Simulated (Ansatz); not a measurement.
# 1T-TiTe2 monolayer in a perpendicular field

What dipole does a perpendicular field induce in the 1T-TiTe2 monolayer? A positive field points along +c.

Program: Ansatz 0.2.0. Level of theory: plane-wave DFT, PBE-D3(BJ), Ansatz PAW (set soft_1); PAW set soft_1, in the first sound run; inputs show where later runs differ. Results are calculated unless marked as measured.

## 1. Starting point

The cell holds 3 atoms: 2 Te and 1 Ti. Its edges and angles: a = 3.750 Å, b = 3.750 Å, c = 38.376 Å, α = 90.0°, β = 90.0°, γ = 120.0°. Vacuum lies along c.

## 2. Relaxing the slab

The starting cell is a guess, so the in-plane lattice and the atoms are relaxed first, with the slab cut off from its images along the normal.

Input file input.yaml:

```yaml
crystal:
  lattice:
    - [3.75, 0.0, 0.0]
    - [-1.875, 3.2475952642, 0.0]
    - [0.0, 0.0, 38.3759216517]
  atoms:
    - { symbol: Te, position: [0.6666666667, 0.3333333333, 0.4521064056] }
    - { symbol: Ti, position: [0.0, 0.0, 0.5] }
    - { symbol: Te, position: [0.3333333333, 0.6666666667, 0.5478935944] }
  periodic: [true, true, false]
kpoints:
  mp_grid: { grid: [12, 12, 1] }
hamiltonian:
  xc: pbe
  dispersion: d3bj
  pseudopotentials: { kind: paw, azcp: { folder: soft_1 } }
scf:
  occupations: { method: fermi_dirac, width: 0.05 }
  convergence: { dr2_threshold: 1.0e-09 }
relax:
  f_tol: 0.004
  max_steps: 90
  cell: {}
output:
  write_potential: true
  write_density: true
  volumetric_format: npy
```

Command:

```bash
ansatz run input.yaml --threads 4 --pin off --max-ram 6144MiB --backend cpu --events-out ev --progress --plain --runs-dir out
```

Numbers of over 12 decimals in the logs are rounded to 6 here.

The log of the run:

```text
Warning: relax.cell: scf.convergence.dr2_threshold = 1e-9 eV is looser than the 1.60401360092e-10 eV advised for a relaxation that steers and ends on the stress (1e-10 eV for each atom of the cell: 3, times the square of relax.cell.stress_2d_tol = 0.05 N/m over 13.7 Å (the atoms' height at the walk's start and 5 Å past either face), 3.656e-2 GPa, over a crystal's default 0.05). What an SCF threshold leaves in a stress goes as its square root, and in the free energy as the threshold itself, and one threshold admits the most on a small cell: [figures from the program's tests cut] Set scf.convergence.dr2_threshold to 1.60401360092e-10 eV or tighter. [rest of the remark cut]
Engine: ansatz 0.2.0, aarch64-unknown-linux-gnu
Pseudopotentials: kind: paw
Pseudopotential: Te, paw, valence charge 16, recommended cutoff 420 eV (normal), soft_1/Te.paw.azcp
Pseudopotential: Ti, paw, valence charge 12, recommended cutoff 420 eV (normal), soft_1/Ti.paw.azcp
Functional definition: PBE
  parameter kappa = 0.804
  parameter beta = 0.066725
  exchange = pbe_x(kappa = kappa, mu = beta*pi^2/3)
  correlation = pbe_c(beta = beta)
Crystal: 3 atoms, lattice volume = 467.360 Å³
Basis set: ecut = 420 eV, 9177 PW (Γ), exchange–correlation on 54×54×540 points (8 copies of the dense FFT grid, shifted against one another)
Bands: 27, of which v1, the nominal top of the filled ones, is band 22 counted from 1 (21 counted from 0)
Symmetry: 12 space group operations
Space group: P-3m1 (ITA 164), of the structure as read, at distance tolerance 7.8e-5 Å
k-points: 19 of 144
Non-local potential: Te, projectors of the file, l = 0: 2, l = 1: 2, l = 2: 2, l = 3: 1
Non-local potential: Ti, projectors of the file, l = 0: 3, l = 1: 2, l = 2: 3, l = 3: 1
PAW form: soft (Blöchl's): semilocal exchange-correlation on the pseudo side does not see the compensation charge
PAW one-centre angular grid: Te, 590 points (default); XC on 64 Gauss nodes
PAW one-centre angular grid: Ti, 590 points (default); XC on 64 Gauss nodes
Initial density: superposition of atomic densities (neutral atoms: chi_scale 0, normalization atom)
Initial wavefunctions: pseudopotential atomic-orbital guess
Functional: x = pbe(κ = 0.804, μ = 0.219515), c = pbe(β = 0.066725)
SCF iter   1: F=—  HF=-16463.101816 eV  |F-HF|=—  |Δ(HF+E_count)|=         —  Δρ=1.18e-2  dr2=1.37e0  ethr=3.10e-3  ⟨swp⟩=15.4  Hψ=3466  notcnv=0
preconditioner: auto → LDOS  [metal: Δε(μ)=0.047 eV  Ē_g=6.084 eV  σ=0.050 eV  W_gap=0.23  n_scr=22 (ndim 8)  ℏωp=6.9 eV  f_vac=0.787  D(μ)=1.39/eV (n_scr^D=8)  β→1.0]
SCF iter   2: F=—  HF=-16463.403731 eV  |F-HF|=—  |Δ(HF+E_count)|=   3.02e-1  Δρ=1.15e-2  dr2=4.35e0  ethr=3.10e-3  ⟨swp⟩=4.7  Hψ=1675  notcnv=0  recentre
SCF iter   3: F=—  HF=-16462.828497 eV  |F-HF|=—  |Δ(HF+E_count)|=   5.75e-1  Δρ=3.74e-3  dr2=1.49e-1  ethr=3.10e-3  ⟨swp⟩=4.7  Hψ=1381  notcnv=0
SCF iter   4: F=—  HF=-16462.808164 eV  |F-HF|=—  |Δ(HF+E_count)|=   2.03e-2  Δρ=1.22e-3  dr2=9.61e-3  ethr=3.39e-4  ⟨swp⟩=3.2  Hψ=963  notcnv=0
SCF iter   5: F=—  HF=-16462.806743 eV  |F-HF|=—  |Δ(HF+E_count)|=   1.42e-3  Δρ=1.84e-4  dr2=1.03e-4  ethr=2.18e-5  ⟨swp⟩=3.7  Hψ=1029  notcnv=0
SCF iter   6: F=—  HF=-16462.806882 eV  |F-HF|=—  |Δ(HF+E_count)|=   1.39e-4  Δρ=5.11e-5  dr2=5.13e-6  ethr=2.34e-7  ⟨swp⟩=3.1  Hψ=1081  notcnv=0
SCF iter   7: F=—  HF=-16462.806893 eV  |F-HF|=—  |Δ(HF+E_count)|=   1.05e-5  Δρ=1.61e-5  dr2=1.90e-6  ethr=1.17e-8  ⟨swp⟩=3.0  Hψ=1056  notcnv=0
SCF iter   8: F=—  HF=-16462.806910 eV  |F-HF|=—  |Δ(HF+E_count)|=   1.73e-5  Δρ=2.16e-6  dr2=1.76e-8  ethr=4.33e-9  ⟨swp⟩=3.2  Hψ=1153  notcnv=0
SCF iter   9: F=—  HF=-16462.806910 eV  |F-HF|=—  |Δ(HF+E_count)|=   8.13e-8  Δρ=5.95e-7  dr2=3.21e-9  ethr=4.00e-11  ⟨swp⟩=3.4  Hψ=1165  notcnv=0
SCF iter  10: F=-16462.806910 eV  HF=-16462.806910 eV  |F-HF|=1.11e-9  |Δ(HF+E_count)|=   6.82e-9  Δρ=1.15e-7  dr2=6.60e-11  ethr=2.27e-12  ⟨swp⟩=11.6  Hψ=3760  notcnv=0
SCF 1 converged in 10 iterations: F = -16462.806910 eV  dr2 = 6.60e-11
  greatest PAW one-centre occupation: 0.999 electrons in one spin orbital (limit 2), on the Ti atom at site 1 (counted from 0), in its partial waves of l = 0
relax step   1: F+E_penalty+E_count = -16462.80691018 eV  Δ(F+E_penalty+E_count) = +0.000e0 eV  max|allowed force component| = 8.470e-1 eV/Å  Δτ_max = 0.0000 Å  P = -2.821 N/m  Ω = 467.360 Å³  fix = [c, alpha, beta]  reactions: c -0.000 N/m  (10 SCF iters, accepted)
Crystal: 3 atoms, lattice volume = 460.964 Å³
Basis set: ecut = 420 eV, 9045 PW (Γ), exchange–correlation on 54×54×540 points (8 copies of the dense FFT grid, shifted against one another)
Initial density: handed on by an earlier stage of this run
Initial wavefunctions: those handed on with the density
iter 1 solved again at ethr=1.02e-3 eV; its pass at ethr=3.10e-3 eV (dr2=4.50e-1 eV) is discarded
SCF iter   1: F=—  HF=-16462.859143 eV  |F-HF|=—  |Δ(HF+E_count)|=         —  Δρ=6.44e-3  dr2=4.53e-1  ethr=1.02e-3  ⟨swp⟩=2.0  Hψ=3881  notcnv=0
preconditioner: auto → LDOS  [metal: Δε(μ)=0.071 eV  Ē_g=6.233 eV  σ=0.050 eV  W_gap=0.34  n_scr=22 (ndim 8)  ℏωp=6.9 eV  f_vac=0.804  D(μ)=1.42/eV (n_scr^D=8)  β→1.0]
SCF iter   2: F=—  HF=-16462.866191 eV  |F-HF|=—  |Δ(HF+E_count)|=   7.05e-3  Δρ=6.03e-3  dr2=4.89e-1  ethr=1.02e-3  ⟨swp⟩=3.6  Hψ=883  notcnv=0
SCF iter   3: F=—  HF=-16462.817620 eV  |F-HF|=—  |Δ(HF+E_count)|=   4.86e-2  Δρ=7.11e-4  dr2=8.20e-3  ethr=1.02e-3  ⟨swp⟩=2.9  Hψ=899  notcnv=0
SCF iter   4: F=—  HF=-16462.815572 eV  |F-HF|=—  |Δ(HF+E_count)|=   2.05e-3  Δρ=3.37e-4  dr2=1.27e-3  ethr=1.86e-5  ⟨swp⟩=4.5  Hψ=1297  notcnv=0
SCF iter   5: F=—  HF=-16462.815264 eV  |F-HF|=—  |Δ(HF+E_count)|=   3.07e-4  Δρ=6.63e-5  dr2=1.06e-4  ethr=2.88e-6  ⟨swp⟩=3.9  Hψ=1081  notcnv=0
SCF iter   6: F=—  HF=-16462.815262 eV  |F-HF|=—  |Δ(HF+E_count)|=   2.32e-6  Δρ=1.73e-5  dr2=1.77e-6  ethr=2.40e-7  ⟨swp⟩=3.1  Hψ=824  notcnv=0
SCF iter   7: F=—  HF=-16462.815281 eV  |F-HF|=—  |Δ(HF+E_count)|=   1.86e-5  Δρ=4.23e-6  dr2=1.51e-7  ethr=4.03e-9  ⟨swp⟩=4.1  Hψ=1473  notcnv=0
SCF iter   8: F=—  HF=-16462.815281 eV  |F-HF|=—  |Δ(HF+E_count)|=   1.20e-7  Δρ=7.04e-7  dr2=6.24e-9  ethr=3.42e-10  ⟨swp⟩=3.1  Hψ=1070  notcnv=0
SCF iter   9: F=-16462.815281 eV  HF=-16462.815281 eV  |F-HF|=2.36e-9  |Δ(HF+E_count)|=   1.60e-8  Δρ=1.08e-7  dr2=4.05e-11  ethr=2.27e-12  ⟨swp⟩=13.4  Hψ=4043  notcnv=0
SCF 2 converged in 9 iterations: F = -16462.815281 eV  dr2 = 4.05e-11
[...]
SCF iter   2: F=—  HF=-16462.926499 eV  |F-HF|=—  |Δ(HF+E_count)|=   5.50e-3  Δρ=3.37e-3  dr2=1.56e-1  ethr=2.35e-4  ⟨swp⟩=3.6  Hψ=894  notcnv=0
SCF iter   3: F=—  HF=-16462.913479 eV  |F-HF|=—  |Δ(HF+E_count)|=   1.30e-2  Δρ=5.85e-4  dr2=5.10e-3  ethr=2.35e-4  ⟨swp⟩=3.2  Hψ=883  notcnv=0
SCF iter   4: F=—  HF=-16462.912847 eV  |F-HF|=—  |Δ(HF+E_count)|=   6.32e-4  Δρ=1.54e-4  dr2=2.41e-4  ethr=1.16e-5  ⟨swp⟩=3.0  Hψ=794  notcnv=0
SCF iter   5: F=—  HF=-16462.912776 eV  |F-HF|=—  |Δ(HF+E_count)|=   7.07e-5  Δρ=3.31e-5  dr2=4.47e-6  ethr=5.49e-7  ⟨swp⟩=4.3  Hψ=1154  notcnv=0
SCF iter   6: F=—  HF=-16462.912785 eV  |F-HF|=—  |Δ(HF+E_count)|=   9.19e-6  Δρ=8.83e-6  dr2=2.05e-7  ethr=1.01e-8  ⟨swp⟩=3.4  Hψ=1003  notcnv=0
SCF iter   7: F=—  HF=-16462.912799 eV  |F-HF|=—  |Δ(HF+E_count)|=   1.37e-5  Δρ=1.30e-6  dr2=6.50e-9  ethr=4.65e-10  ⟨swp⟩=3.3  Hψ=1061  notcnv=0
SCF iter   8: F=-16462.912799 eV  HF=-16462.912799 eV  |F-HF|=2.59e-9  |Δ(HF+E_count)|=   6.48e-8  Δρ=1.69e-7  dr2=6.49e-11  ethr=2.27e-12  ⟨swp⟩=13.2  Hψ=4234  notcnv=0
SCF 3 converged in 8 iterations: F = -16462.912799 eV  dr2 = 6.49e-11
relax step   3: F+E_penalty+E_count = -16462.91279905 eV  Δ(F+E_penalty+E_count) = -9.752e-2 eV  max|allowed force component| = 7.291e-2 eV/Å  Δτ_max = 0.1156 Å  P = -0.661 N/m  Ω = 457.596 Å³  energy of the carried Pulay correction = +3.156e-4 eV  fix = [c, alpha, beta]  reactions: c -0.000 N/m  (8 SCF iters, accepted)
[...]
relax step   4: F+E_penalty+E_count = -16462.91609247 eV  Δ(F+E_penalty+E_count) = -3.293e-3 eV  max|allowed force component| = 1.471e-2 eV/Å  Δτ_max = 0.0011 Å  P = -0.259 N/m  Ω = 453.273 Å³  energy of the carried Pulay correction = +4.590e-4 eV  fix = [c, alpha, beta]  reactions: c -0.000 N/m  (8 SCF iters, accepted)
[...]
relax step   5: F+E_penalty+E_count = -16462.91686542 eV  Δ(F+E_penalty+E_count) = -7.729e-4 eV  max|allowed force component| = 3.219e-3 eV/Å  Δτ_max = 0.0042 Å  P = +0.009 N/m  Ω = 449.826 Å³  energy of the carried Pulay correction = +5.749e-4 eV  fix = [c, alpha, beta]  reactions: c +0.000 N/m  (8 SCF iters, accepted)
Basis set: ecut = 420 eV, 8781 PW (Γ), exchange–correlation on 50×50×540 points (8 copies of the dense FFT grid, shifted against one another)
Initial wavefunctions: pseudopotential atomic-orbital guess (no wavefunctions were taken with the density)
iter 1 solved again at ethr=5.73e-7 eV; its pass at ethr=3.10e-3 eV (dr2=2.52e-4 eV) is discarded
SCF iter   1: F=—  HF=-16462.916215 eV  |F-HF|=—  |Δ(HF+E_count)|=         —  Δρ=1.79e-5  dr2=3.48e-7  ethr=5.73e-7  ⟨swp⟩=6.1  Hψ=5395  notcnv=0
eigensolver tolerance schedule: the retry pair's looser diagonalisation over-reported the residual by 723.76 of it (diagonalisation noise at 0.15 of the residual, at the tolerance the schedule requests for it); recorded, not acted on — ethr = c·dr2/N_el stays at c = 1.0e-1
preconditioner: auto → LDOS  [metal: Δε(μ)=0.073 eV  Ē_g=6.275 eV  σ=0.050 eV  W_gap=0.35  n_scr=22 (ndim 8)  ℏωp=7.0 eV  f_vac=0.795  D(μ)=1.26/eV (n_scr^D=8)  β→1.0]
SCF iter   2: F=—  HF=-16462.916229 eV  |F-HF|=—  |Δ(HF+E_count)|=   1.44e-5  Δρ=1.29e-5  dr2=8.07e-7  ethr=7.91e-10  ⟨swp⟩=4.9  Hψ=1607  notcnv=0
SCF iter   3: F=—  HF=-16462.916229 eV  |F-HF|=—  |Δ(HF+E_count)|=   2.72e-7  Δρ=2.56e-6  dr2=3.62e-8  ethr=7.91e-10  ⟨swp⟩=2.6  Hψ=989  notcnv=0
SCF iter   4: F=—  HF=-16462.916229 eV  |F-HF|=—  |Δ(HF+E_count)|=   9.02e-8  Δρ=7.78e-7  dr2=1.32e-8  ethr=8.22e-11  ⟨swp⟩=3.3  Hψ=1147  notcnv=0
SCF iter   5: F=-16462.916229 eV  HF=-16462.916229 eV  |F-HF|=3.51e-9  |Δ(HF+E_count)|=   4.26e-9  Δρ=3.28e-7  dr2=7.64e-10  ethr=2.27e-12  ⟨swp⟩=15.1  Hψ=4867  notcnv=0
SCF 6 converged in 5 iterations: F = -16462.916229 eV  dr2 = 7.64e-10
relax step   6: F+E_penalty+E_count = -16462.91622924 eV  Δ(F+E_penalty+E_count) = +6.362e-4 eV  max|allowed force component| = 3.379e-3 eV/Å  Δτ_max = 0.0000 Å  P = +0.012 N/m  Ω = 449.826 Å³  fix = [c, alpha, beta]  reactions: c +0.000 N/m  stress off target by 1.19e-2 N/m on what of the cell is left free  SCF on the basis re-selected at this cell (its energy is not comparable with the rows above)  (5 SCF iters)
basis re-selected at this cell: Δ(F+E_penalty+E_count) = +6.362e-4 eV, ΔP = +0.003 N/m vs the last step (what re-selecting the basis moved, of the pressure what is left beyond the Pulay correction that the steps carried, after the strain that the cell walked since its last selection, with what the two solves' SCF thresholds leave and, on support functions, any second-order correction that the steps lacked; it is no measure of the basis error at this ecutwfc). The dense FFT grid was sized anew with the basis: this SCF ran on 25×25×270 points, the steps before it on 27×27×270, so part of this shift can come from that change (see relax.cell in the input reference). [rest of the remark cut]
WARN: The output density's exchange-correlation potential varies sharply where the density is thin. Do not read a vacuum level from v_tot or v_xc, or from such a field of the output density. On a cell that repeats whose density bears no net charge and no dipole along the vacuum's axis use v_es (v_loc + v_h of the components); under efield.dipole_correction with no amplitude use v_es + v_field, which holds any externa [...]
SCF converged after 5 iterations
Free energy (F): -16462.916229 eV
Harris-Foulkes:  -16462.916229 eV  (|F-HF|=3.51e-9)
Internal energy: -16462.905715 eV  (E = F + TS)
E sigma→0 (E₀):  -16462.910972 eV
Entropy (-TS):   -0.010514 eV (-3.505 meV/atom)
Fermi energy:    -4.767389 eV
--- Per-component energies (eV) ---
  E_band       = -1326.465393
  E_kinetic    = 624.788149
  E_local      = -120152.953663  (includes V_loc(G=0)·N_el)
  E_nonlocal   = 193.547528
  E_hartree    = 59662.457208
  E_xc         = -360.854138
  E_vxc        = -349.029266  (∫ρ·V_xc dr)
  E_paw        = -10385.870070  (= ΣΔE_a)
  E_vpaw       = -967.734470  (= ΣTr[D̂ρ^β])
  E_aug_tail   = 0.000102  (compensation charges beyond the density's cutoff)
  E_ewald      = 53957.058038
  E_disp       = -1.078869  (pairwise vdW)
  E_smearing   = -0.010514  (= −TS)
  E_closure    = 0.000000  (closes the sum)
  Σ components = -16462.916229   (vs F -16462.916229, Δ=0.00e0)
--- Forces (eV/Å), atoms counted from 1 ---
  atom   1  Te     0.00000000     0.00000000    -0.00337930
  atom   2  Ti     0.00000000    -0.00000000     0.00000000
  atom   3  Te     0.00000000    -0.00000000     0.00337930
  max |Σ_I F_I| component: 9.25e-18 eV/Å
--- 2D stress c σ (N/m, compression-positive) ---
        0.011911      -0.000000       0.000000
       -0.000000       0.011911      -0.000000
        0.000000      -0.000000       0.000000
  P = ½ c Tr σ = 0.0119 N/m
--- Band table (eV; the first three rows and the last of 19) ---
  k-point 0: bands = [... 18 lower, -6.1169, -6.1169, -4.3276, -4.2697, -4.2697, -3.4045, -3.4045, -1.2323, ... 1 higher]
  k-point 1: bands = [... 18 lower, -6.1066, -5.9184, -4.7358, -4.4827, -4.3275, -3.4828, -3.2753, -1.7178, ... 1 higher]
  k-point 2: bands = [... 18 lower, -6.0989, -5.9668, -5.7134, -4.8486, -4.4144, -3.4756, -3.1548, -2.3609, ... 1 higher]
  k-point 18: bands = [... 18 lower, -8.5187, -7.6254, -6.7709, -6.7709, -3.5398, -3.4990, -3.4990, -2.2326, ... 1 higher]
  the weakly bound empty levels are not read free of the cell's end (no_gap_told)
--- Relaxed structure (5 steps of the walk, 5 accepted, 1 SCFs on fresh bases) ---
  F+E_penalty+E_count = -16462.91622924 eV   max|allowed force component| = 3.379e-3 eV/Å   (the final SCF, on the basis selected at the relaxed cell)
  cell:  # Å, volume = 449.8261 Å³
    - [3.678982, 0.0, 0]
    - [-1.839491, 3.186092, 0]
    - [0, 0, 38.3759216517]
  atoms:
    - { symbol: Te, position: [0.666667, 0.333333, 0.454089] }
    - { symbol: Ti, position: [0, 0, 0.500000] }
    - { symbol: Te, position: [0.333333, 0.666667, 0.545911] }
```

It took 20 s on 4 threads of Arm Neoverse V2, shared host; peak memory 0.86 GiB; 76 s of CPU time.

Step by step:

| step | energy less that of the first step (eV) | largest force component (eV/Å) | volume (Å³) |
| --- | --- | --- | --- |
| 1 | 0.0000 | 0.8470 | 467.36 |
| 2 | -0.0084 | 0.9583 | 460.96 |
| 3 | -0.1059 | 0.0729 | 457.60 |
| 4 | -0.1092 | 0.0147 | 453.27 |
| 5 | -0.1100 | 0.0032 | 449.83 |
| 6* | -0.1093 | 0.0034 | 449.83 |

Relaxation steps marked * repeat the geometry before them on a plane-wave basis chosen anew for their cell, so energy and pressure can jump there.

The run keeps the 12 symmetry operations that it works with, so distortions that break them were not tested.

| cell as run | before | after | change |
| --- | --- | --- | --- |
| a (Å) | 3.750 | 3.679 | -1.9 % |
| b (Å) | 3.750 | 3.679 | -1.9 % |

The atoms that moved most (Å, along periodic axes as changes of fractional coordinates times the final cell, across vacuum about the mean position):

| atom | dx | dy | dz | length |
| --- | --- | --- | --- | --- |
| Te3 | 0.000 | 0.000 | -0.076 | 0.076 |
| Te1 | 0.000 | 0.000 | 0.076 | 0.076 |

The relaxed structure:

```xyz
3
Lattice="3.6790 0.0000 0.0000 -1.8395 3.1861 0.0000 0.0000 0.0000 38.3759" Properties=species:S:1:pos:R:3
Te    1.8395    1.0620   17.4261
Ti    0.0000    0.0000   19.1880
Te    0.0000    2.1241   20.9498
```

Numbers from this step:

| Item | Value |
| --- | --- |
| energy at zero smearing | -16462.9110 eV |

The lattice constant a goes from 3.750 to 3.679 Å.

[end of part 1 of 4]

[Logs are printed without paths, hosts, clocks, repeated set-up lines and the standing remarks that a program may print on its own settings, such as how far it seeks lower states.]

[Hosts, paths, dates, database ids (printed as entryN), source tags and the programs' standing remarks are cut or masked in the printed files.]

[Maps of the electrostatic potential energy from Ansatz leave out the sawtooth potential of an applied field or a dipole correction, so their vacuum need not be flat; planar profiles and work functions include it.]
